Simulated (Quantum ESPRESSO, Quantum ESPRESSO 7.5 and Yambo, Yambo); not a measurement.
# SnSO (1T monolayer (Janus)): G0W0 with and without spin-orbit coupling

Is the spin-orbit change of the gap of SnSO (1T monolayer (Janus)) the same in DFT and in GW?

Program: Quantum ESPRESSO 7.5 and Yambo 5.3.0. Level of theory: PBE and many-body steps on it, plane waves. Results are calculated unless marked as measured.

## Step 1: Starting point

The cell holds 3 atoms: 1 Sn, 1 O and 1 S. Cell: a = 3.469 Å, b = 3.469 Å, c = 14.000 Å, α = 90.0°, β = 90.0°, γ = 120.0°. Vacuum lies along c.

The structure was relaxed with PBE. The runs that relaxed it are not among those shown.

## Step 2: Empty states on the mesh, 9×9×1 mesh, 96 bands

This step: Quantum ESPRESSO 7.5; DFT, PBE, plane waves, norm-conserving pseudopotentials.

The sums over transitions need many empty states on a uniform mesh; this step solves for them.

The input, pw.in:

```
&control
  calculation = 'nscf'
  prefix = 'x'
  outdir = 'o'
  pseudo_dir = 'pseudo'
/
&system
  ibrav = 0
  nat = 3
  ntyp = 3
  ecutwfc = 84.0
  nbnd = 96
  force_symmorphic = .true.
/
&electrons
  conv_thr = 1e-9
  electron_maxstep = 80
  diago_full_acc = .true.
  diago_thr_init = 5e-6
/
ATOMIC_SPECIES
  Sn 118.71 Sn.upf
  O 15.999 O.upf
  S 32.06 S.upf
CELL_PARAMETERS angstrom
  3.4693277090 -0.0000000002 0.0000000000
  -1.7346638543 3.0045259301 0.0000000000
  0.0000000000 0.0000000000 14.0000000000
ATOMIC_POSITIONS crystal
  Sn 0.0000000000 0.0000000000 0.5141041534
  O 0.3333333333 0.6666666667 0.5815881512
  S 0.6666666667 0.3333333333 0.4043076954
K_POINTS automatic
  9 9 1 0 0 0
```

The run is started by

```
OMP_NUM_THREADS=1 mpirun -n 4 pw.x -nk 4 -in pw.in > pw.out
```

What it wrote:

```text
Program PWSCF v.7.5 starts

     This program is part of the open-source Quantum ESPRESSO suite
     for quantum simulation of materials; please cite
         "P. Giannozzi et al., J. Phys.:Condens. Matter 21 395502 (2009);
         "P. Giannozzi et al., J. Phys.:Condens. Matter 29 465901 (2017);
         "P. Giannozzi et al., J. Chem. Phys. 152 154105 (2020);
     in publications or presentations arising from this work. More details at

     Atomic positions and unit cell read from directory:
     o/x.save/

     Message from routine setup:
[...]
k = 0.0000 0.2566 0.0000 ( 12855 PWs)   bands (ev):

[...]
32.3876  32.6121  32.7954  33.4126  33.8480  34.0787  34.3869  35.5032
    35.7094  36.3111  36.7550  36.9965  37.5328  37.5408  38.1657  38.4624

          k = 0.0000 0.3849 0.0000 ( 12804 PWs)   bands (ev):

     [... further k-points ...]

     highest occupied, lowest unoccupied level (ev):    -0.8649   -0.0055

     XML data file, pseudopotentials, collected wavefunctions

=------------------------------------------------------------------------------=
   JOB DONE.
=------------------------------------------------------------------------------=
```

Elapsed: 27 s, on 4 MPI ranks of Arm Neoverse V2, shared host; peak memory 0.73 GiB; 1.8 min of CPU time.

Numbers from this step:

```
gap                                                           : 0.8594 eV
k of the valence top                                          : 0, 0, 0
k of the conduction bottom                                    : 0, 0, 0
least direct gap                                              : 0.8594 eV
k points computed                                             : 12
lowest point of the top converged band, above the valence top : 38.59 eV
```

On this mesh the gap is 0.859 eV.

The density comes from a self-consistent run that is not shown.

## Step 3: Conversion and set-up

This step: Yambo 5.3.0; conversion and set-up on PBE, plane waves, norm-conserving pseudopotentials.

The states are converted to the many-body program's format and the q mesh is built.

The run is started by

```
(cd o/x.save; p2y > p2y.log; mv SAVE ../..); yambo > setup.log
```

What it wrote:

```text
 Yambo, version 5.3.0

 [02] CORE Variables Setup
 =========================

  [02.01] Unit cells
  ==================

  Cell kind             :  HCP
  Atoms in the cell     :  Sn  O  S
  number of Sn atoms    :  1
  number of O  atoms    :  1
  number of S  atoms    :  1

  List of atomic masses
  Mass of Sn    :  118.7100
  Mass of O     :  15.99900
  Mass of S     :  32.06000

  List of atomic coordinates    : [cc]
  Sn1       :   0.00000   0.00000  13.60122  order 1
  O1       : -0.75841E-10   3.7852       15.387      order 2
[...]
K/Q-points units:
 rlu = crystal or reduced units; cc = cartesian coordinates; iku = interal k-units

 Q [ 1]         [rlu]:  0.000000  0.000000  0.000000
 Q [ 2]         [rlu]:  0.20495E-17  0.11111       0.0000
 Q [ 3]         [rlu]:  0.40991E-17  0.22222       0.0000
[...]
Q [ 8]         [rlu]:  0.111111  0.333333  0.000000
 Q [ 9]         [rlu]:  0.111111  0.444444  0.000000
 Q [10]         [rlu]:  0.222222  0.222222  0.000000
 Q [11]         [rlu]:  0.222222  0.333333  0.000000
 Q [12]         [rlu]:  0.333333  0.333333  0.000000

  [03.01] X indexes
  =================

   [03.01.01] Sigma indexes
   ========================

 [06] Game Over & Game summary
```

Run time: 3.4 s. Hardware: 1 MPI rank; peak memory 0.26 GiB.

## Step 4: Scalar-relativistic

G0W0 replaces the xc potential by the self-energy, built once from these orbitals. Only a window of levels is corrected, while the sums run over the empty bands that the input names.

This step: G0W0 on PBE, plane waves, norm-conserving pseudopotentials.

The input, gw1.in:

```
HF_and_locXC
gw0
dyson
ppa
em1d
rim_cut
rim_w
RandQpts= 3000000
RandGvec= 100 RL
CUTGeo= "slab z"
RandGvecW= 9 RL
EXXRLvcs= 84 Ry
VXCRLvcs= 336 Ry
Chimod= "HARTREE"
% BndsRnXp
 1 | 96 |
%
NGsBlkXp= 8 Ry
% LongDrXp
 1 | 1 | 0 |
%
% GbndRnge
 1 | 96 |
%
DysSolver= "n"
ExtendOut
PPAPntXp= 27.21138 eV
% QPkrange
 1 | 1 | 16 | 19 |
%
```

The run is started by

```
OMP_NUM_THREADS=1 mpirun -n 4 yambo -F gw1.in -J gw1 -C gw1 > gw1.log
```

What it wrote:

```text
 Yambo, version 5.3.0

 [02] CORE Variables Setup
 =========================

  [... cell, symmetries and grids as in the set-up ...]

  [02.05] Energies & Occupations
  ==============================

  [X] === General ===
  [X] Electronic Temperature                        :  0.000000  0.000000 [eV K]
  [X] Bosonic    Temperature                        :  0.000000  0.000000 [eV K]
  [X] Finite Temperature mode                       : no
  [X] El. density                                   :  0.23299E+24 [cm-3]
  [X] Fermi Level                                   : -0.864872 [eV]

  [X] === Gaps and Widths ===
  [X] Conduction Band Min                           :  0.859406 [eV]
  [X] Valence Band Max                              :  0.000000 [eV]
  [X] Filled Bands                                  :  17
  [X] Empty Bands                                   :   18   96
  [X] Direct Gap                                    :  0.859406 [eV]
  [X] Direct Gap localized at k                     :  1
  [X] Indirect Gap                                  :  0.859406 [eV]
  [X] Indirect Gap between kpts                     :  1  1
  [X] Last valence band width                       :  1.040354 [eV]
  [X] 1st conduction band width                     :  2.060620 [eV]

 [03] Transferred momenta grid and indexing
 ==========================================

 IBZ Q-points                                      :  12
 BZ  Q-points                                      :   81

 K/Q-points units:
 rlu = crystal or reduced units; cc = cartesian coordinates; iku = interal k-units

 Q [ 1]         [rlu]:  0.000000  0.000000  0.000000
 Q [ 2]         [rlu]:  0.20495E-17  0.11111       0.0000
 Q [ 3]         [rlu]:  0.40991E-17  0.22222       0.0000
 Q [ 4]         [rlu]:  0.61486E-17  0.33333       0.0000
 Q [ 5]         [rlu]:  0.81981E-17  0.44444       0.0000
 Q [ 6]         [rlu]:  0.111111  0.111111  0.000000
 Q [ 7]         [rlu]:  0.111111  0.222222  0.000000
 Q [ 8]         [rlu]:  0.111111  0.333333  0.000000
 Q [ 9]         [rlu]:  0.111111  0.444444  0.000000
 Q [10]         [rlu]:  0.222222  0.222222  0.000000
 Q [11]         [rlu]:  0.222222  0.333333  0.000000
 Q [12]         [rlu]:  0.333333  0.333333  0.000000

 [04] Coloumb potential Random Integration (RIM)
 ===============================================

 Performing RIM of v_slab

  [04.01] RIM initialization
  ==========================

  * Diagonal components only detected *

  8 x (sBL volume)        :  0.024877 [a.u.]
  sBZ random points       :  3000000
  Points outside the sBZ  :  24001124
  RL volume               :  0.251880 [a.u.]
  Integrated volume       :  0.251868 [a.u.]

  [04.02] RIM integrals
  =====================

  Gamma point sphere radius             :  0.028871 [a.u.]
  Points outside the sphere             :  2398760
  [Int_sBZ(q=0) 1/q^2]*(Vol_sBZ)^(-1/3) =:  7.161124
                                 should be <:  7.795600

  Summary of Coulomb integrals for non-metallic bands |Q|[au] RIM/Bare

  Q [1] 0.100000E-4 0.918611 * Q [2] 0.122960 0.869336
  Q [6] 0.212972 0.973455 * Q [3] 0.245919 0.988398
  Q [7] 0.325321 1.004038 * Q [4] 0.368879 1.006577
  Q [10] 0.425945 1.007406 * Q [8] 0.443337 1.007338
  Q [5] 0.491839 1.006863 * Q [11] 0.535969 1.006253
  Q [9] 0.563472 1.005833 * Q [12] 0.638917 1.004791
  Non-periodic chartesian directions : none
  Optical renormalization            :  26.45617 [au]
  Polarizability dimension           : length

 [05] Coloumb potential CutOffslab
 =================================

 Cut directionsZ
 Slab Cutoff:Z
 Symmetry test passed : yes

 [06] Dipoles
 ============

  [06.01] Setup: observables and procedures
  =========================================

 [07] Dynamic Dielectric Matrix (PPA)
 ====================================

 [WR./gw1//ndb.pp]---------------------------------------------------------------
  Brillouin Zone Q/K grids (IBZ/BZ)                :   12   81   12   81
  RL vectors                                       :  15617 [WF]
[...]
X band range                                     :    1   96
  X e/h energy range                               : -1.000000 -1.000000 [eV]
  X Time ordering                                  : R
  X Hxc Kernel                                     : HARTREE
  X Drude frequency                                :  0.000000  0.000000
  X poles                                          :  100.0000 [o/o]
  RL vectors in the sum                            :  15617
  [r,Vnl] included                                 : yes
  Field direction                                  :  0.707107E-5  0.707107E-5   0.00000
  BZ energy Double Grid                            : no
  BZ energy DbGd points                            : 0
  BZ Q point size factor                           : -1.000000
  X Optical Averaged directions                    : none

 [08] Local Exchange-Correlation + Non-Local Fock
 ================================================

 [VXC] Plane waves :  102473
 [EXS] Plane waves :  12857

 QP @ state[ 1 ] K range:  1  1
 QP @ state[ 1 ] b range:  16  19

 [xc] Functional : Perdew, Burke & Ernzerhof(X)+Perdew, Burke & Ernzerhof(C)
 [xc] LIBXC used to calculate xc functional
  PP Number of Atomic Species                      :  3
  NLCC RL compoments                               :  102473
  PP Number of Atomic Species                      :  3
  NLCC RL compoments                               :  102473

 [xc] E_xc :  -23.61471 [Ha]
      E_xc :  -47.22942 [Ry]

  Local XC kind (lXC) : Perdew, Burke & Ernzerhof(X)+Perdew, Burke & Ernzerhof(C)
  Non-Local XC kind (nlXC) : Hartree-Fock

  Corrections @ K [1] :  [eV]
 <16|nlXC|16> = -16.53562 -0.11960E-16 <16|lXC|16> = -13.88517  0.000000
 <17|nlXC|17> = -16.53562 -0.22001E-16 <17|lXC|17> = -13.88517  0.000000
 <18|nlXC|18> = -9.221522 -0.95435E-18 <18|lXC|18> = -12.45075 -0.94408E-16
 <19|nlXC|19> = -7.771224 -0.28786E-18 <19|lXC|19> = -12.19527  0.37763E-15

 [09] Dyson equation: Newton solver
 ==================================

  [09.01] RIM-W interpolation
  ===========================

  [WARNING] RIM-W works only for 2D semiconductors with slab cutoff
  Found compatible q grid: 2D
  q_min[ 1 ]:  0.11111      0.31670E-13   0.0000     [rlu]
   0.111111  0.055556  0.000000 [iku]
  q_min[ 2 ]:  0.20495E-17  0.11111       0.0000     [rlu]
   0.73963E-11  0.11111       0.0000     [iku]
  G-vectors :   9
  G-vectors loaded:   61
  Number of interpolated frequencies:  2

  Evaluating coefficients q = 0
  Evaluating coefficients q = 0

  [09.02] RIM-W integrals
  =======================

  8 x (sBL volume)        :  0.024877 [a.u.]
  sBZ random points       :  3000000
  Points outside the sBZ  :  24001124
  RL volume               :  0.251880 [a.u.]
  Integrated volume       :  0.251868 [a.u.]

  [09.03] RIM integrals
  =====================

  Comparison between head Wc = W - v averages: < Wc > [au] RIM-W/RIM

   < -Wc [Q = 1] > 0.179732E-1 0.161605E-4 * < -Wc [Q = 2] > 0.004570 0.004475
   < -Wc [Q = 3] > 0.001069 0.001056 * < -Wc [Q = 4] > 0.399482E-3 0.396079E-3
   < -Wc [Q = 5] > 0.189186E-3 0.188074E-3 * < -Wc [Q = 6] > 0.001486 0.001467
   < -Wc [Q = 7] > 0.549345E-3 0.544578E-3 * < -Wc [Q = 8] > 0.250507E-3 0.249072E-3
   < -Wc [Q = 9] > 0.131889E-3 0.131355E-3 * < -Wc [Q = 10] > 0.279723E-3 0.278237E-3
   < -Wc [Q = 11] > 0.152863E-3 0.152337E-3 * < -Wc [Q = 12] > 0.946489E-4 0.944282E-4

  Comparison between head Wc = W - v averages: < Wc > [au] RIM-W/RIM

   < -Wc [G = 1,G`=0] > 0.179732E-1 0.161605E-4 * < -Wc [G = 2,G`=0] >-0.893436E-3  0.00000
   < -Wc [G = 3,G`=0] >-0.893471E-3  0.00000 * < -Wc [G = 4,G`=0] > 0.770505E-5  0.00000
   < -Wc [G = 5,G`=0] > 0.770861E-5  0.00000 * < -Wc [G = 6,G`=0] > 0.532227E-4  0.00000
   < -Wc [G = 7,G`=0] > 0.532159E-4  0.00000 * < -Wc [G = 8,G`=0] >-0.906141E-5  0.00000
   < -Wc [G = 9,G`=0] >-0.906092E-5  0.00000

 [10] G0W0 (W PPA)
 =================

 [  GW  ] Bands range     :    1   96
 [GW/PPA] G damping       :  0.100000 [eV]

 QP @ state[ 1 ] K range:  1  1
 QP @ state[ 1 ] b range:  16  19

  Sc/G bands                                       :    1   96
  Sc/G damping                                     :  0.100000 ev
  Sc bands terminator                              : no
  Sx RL components                                 :  12857

  QP @ state[ 1 ] K range                          :  1  1
  QP @ state[ 1 ] b range                          :  16  19
  GF energies kind                                 : Perdew, Burke & Ernzerhof(X)+Perdew, Burke & Ernzerhof(C)
  GF WF`s kind                                     : Perdew, Burke & Ernzerhof(X)+Perdew, Burke & Ernzerhof(C)
  Xs energies kind                                 : Perdew, Burke & Ernzerhof(X)+Perdew, Burke & Ernzerhof(C)
  Xs WF`s kind                                     : Perdew, Burke & Ernzerhof(X)+Perdew, Burke & Ernzerhof(C)

 [14] Game Over & Game summary
```

It took 6.2 min on 4 MPI ranks; peak memory 3.2 GiB.

This step gave:

```yaml
g0w0_gap_on_the_points_computed: 2.533 eV
starting_gap_on_the_mesh: 0.8594 eV
k_of_the_valence_top: 0, 0, 0
k_of_the_conduction_bottom: 0, 0, 0
least_direct_g0w0_gap_on_the_computed_points: 2.533 eV
z_at_the_valence_top: 0.7781
z_at_the_conduction_bottom: 0.8057
```

The gap on the mesh goes from 0.86 eV to 2.53 eV, a correction of +1.67 eV.

## Step 5: Empty states on the mesh, 9×9×1 mesh, 192 bands

This step: Quantum ESPRESSO 7.5; DFT, PBE with spin-orbit coupling, plane waves, norm-conserving pseudopotentials.

pw.in: that of step 2 with these lines changed.

```diff
@@ -11,4 +11,6 @@
   ecutwfc = 84.0
-  nbnd = 96
+  nbnd = 192
   force_symmorphic = .true.
+  noncolin = .true.
+  lspinorb = .true.
 /
```

The run is started by

```
OMP_NUM_THREADS=1 mpirun -n 4 pw.x -nk 4 -in pw.in > pw.out
```

What it wrote:

```text
[banner, memory and clock lines left out]
Program PWSCF v.7.5 starts

     Atomic positions and unit cell read from directory:
     o/x.save/

     Message from routine setup:
     using ibrav=0 with symmetry is DISCOURAGED, use correct ibrav instead

     G-vector sticks info

     bravais-lattice index     =            0
     lattice parameter (alat)  =       6.5561  a.u.
     unit-cell volume          =     984.7952 (a.u.)^3
     number of atoms/cell      =            3
     number of atomic types    =            3
     number of electrons       =        34.00
[...]
[... 12 further rows ...]
[...]
k = 0.0000 0.2566 0.0000 ( 12855 PWs)   bands (ev):

  -129.9606-129.9606 -91.0149 -91.0149 -83.4665 -83.4665 -83.4375 -83.4375
[...]
[... 12 further rows ...]
    35.7067  35.7141  36.3072  36.3149  36.7554  36.7556  36.9927  36.9997
    37.5290  37.5293  37.5441  37.5457  38.1612  38.1712  38.4578  38.4625

          k = 0.0000 0.3849 0.0000 ( 12804 PWs)   bands (ev):

     [... further k-points ...]

     highest occupied, lowest unoccupied level (ev):    -0.8220    0.0002

     XML data file, pseudopotentials, collected wavefunctions
```

Elapsed: 2.5 min, on 4 MPI ranks; peak memory 2 GiB; 10 min of CPU time.

Numbers from this step:

```yaml
gap: 0.8222 eV
k_of_the_valence_top: 0, 0, 0
k_of_the_conduction_bottom: 0, 0, 0
least_direct_gap: 0.8222 eV
k_points_computed: 12
lowest_point_of_the_top_converged_band_above_the_valence_top: 38.53 eV
```

On this mesh the gap is 0.822 eV.

The density comes from a self-consistent run that is not shown, made with spin-orbit coupling and fully relativistic files.

(Continued in part 2 of 2.)

[Paths, hosts, dates, memory and timing lines, banners, echoed tables and standing remarks are left out of the program output.]

[Logs are printed without paths, hosts, clocks, repeated set-up lines and the standing remarks that a program may print on its own settings, such as how far it seeks lower states.]

[Runs of the session that timed out or met a known fault of the program may be left out.]

[Hosts, paths, dates, database ids (printed as entryN), source tags and the programs' standing remarks are cut or masked in the printed files.]
